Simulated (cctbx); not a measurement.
# Reading a Patterson map

Space group Fm-3m (no. 225), a = 12.6490 Å, b = 12.6490 Å, c = 12.6490 Å, α = 90.00°, β = 90.00°, γ = 90.00°, content Sm24 Ge4 Zn32 Mn60.

The data are simulated with cctbx, not measured: Cu Kα, λ = 1.54184 Å, to d = 0.83 Å, 95 % of the full sphere, strongest reflection 70000 counts, noise from counting, a 2 % proportional error and a noise floor of 15 counts (s.d.); no absorption, some extinction.

Patterson synthesis, origin scaled to 1000:

```text
Patterson group F m -3 m
      u       v       w   height  length (A)
  0.000   0.000   0.000   1000.0     0.00
  0.000   0.224   0.224    243.1     4.00
  0.000   0.000   0.245    240.6     3.10
  0.250   0.250   0.250    222.3     5.48
  0.116   0.116   0.384    214.3     5.28
  0.132   0.132   0.132    197.2     2.89
  0.000   0.250   0.250    191.6     4.47
  0.000   0.000   0.435    103.2     5.51
  0.044   0.165   0.165     78.8     3.00
  0.000   0.000   0.500     76.6     6.32
  0.118   0.168   0.332     73.9     4.94
  0.000   0.000   0.326     58.5     4.12
  0.162   0.162   0.162     34.2     3.54
  0.047   0.205   0.295     22.9     4.58
```

**Question.** Which atom pairs make the peaks, and where is the heaviest atom?

A peak at u stands for all pairs with xi − xj = u, with weight Σ ZiZj against Σ Z² = 162652 at the origin. Peak heights follow these weights only roughly, since form factors, motion and series ripples differ, all vectors within 0.55 Å of a peak are counted as merged into it though the farther ones add only part of their weight, and F(000) is left out, which lowers the whole map:

| u | v | w | shortest length (Å) | height | 1000 ΣZiZj/ΣZ² | pairs in the cell |
| --- | --- | --- | --- | --- | --- | --- |
| 0.000 | 0.224 | 0.224 | 4.01 | 243 | 382 | 8 × Sm–Sm, 40 × Mn–Mn, 8 × Ge–Mn |
| 0.000 | 0.000 | 0.245 | 3.10 | 241 | 540 | 40 × Sm–Mn, 8 × Sm–Ge, 16 × Mn–Mn |
| 0.250 | 0.250 | 0.250 | 5.48 | 222 | 519 | 48 × Sm–Mn, 16 × Mn–Mn |
| 0.116 | 0.116 | 0.384 | 5.28 | 214 | 360 | 24 × Sm–Mn, 24 × Mn–Mn, 8 × Ge–Mn |
| 0.132 | 0.132 | 0.132 | 2.89 | 197 | 352 | 24 × Sm–Mn, 32 × Mn–Mn |
| 0.000 | 0.250 | 0.250 | 4.47 | 192 | 193 | 40 × Mn–Mn, 8 × Ge–Mn |
| 0.000 | 0.000 | 0.435 | 5.50 | 103 | 95 | 4 × Sm–Sm |
| 0.044 | 0.165 | 0.165 | 3.00 | 79 | 91 | 8 × Sm–Zn |
| 0.000 | 0.000 | 0.500 | 6.32 | 77 | 132 | 24 × Mn–Mn, 8 × Ge–Mn |
| 0.118 | 0.168 | 0.332 | 4.94 | 74 | 91 | 8 × Sm–Zn |

The table stops at ten peaks or at a height of 45, below which ripples compete. In the model behind the data Sm, the heaviest element, has 1 independent site: (0.7170, 0, 0), up to an allowed shift of origin; the Sm–Sm vectors are differences of these positions and their symmetry mates. The whole model:

| atom | mult. | x | y | z | Ueq (Å²) |
| --- | --- | --- | --- | --- | --- |
| Sm1 | 24 | 0.7170 | 0 | 0 | 0.0037 |
| Ge1 | 4 | 1/2 | 0 | 0 | 0.0046 |
| Zn1 | 32 | 0.3304 | 0.8304 | 0.8304 | 0.0057 |
| Mn1 | 4 | 0 | 0 | 0 | 0.0050 |
| Mn2 | 24 | 0 | 3/4 | 3/4 | 0.0060 |
| Mn3 | 32 | 0.1246 | 0.6246 | 0.6246 | 0.0049 |

This is a model crystal, built by substitution and not relaxed, with assumed displacement parameters.

[Logs are printed without paths, hosts, clocks, repeated set-up lines and the standing remarks that a program may print on its own settings, such as how far it seeks lower states.]
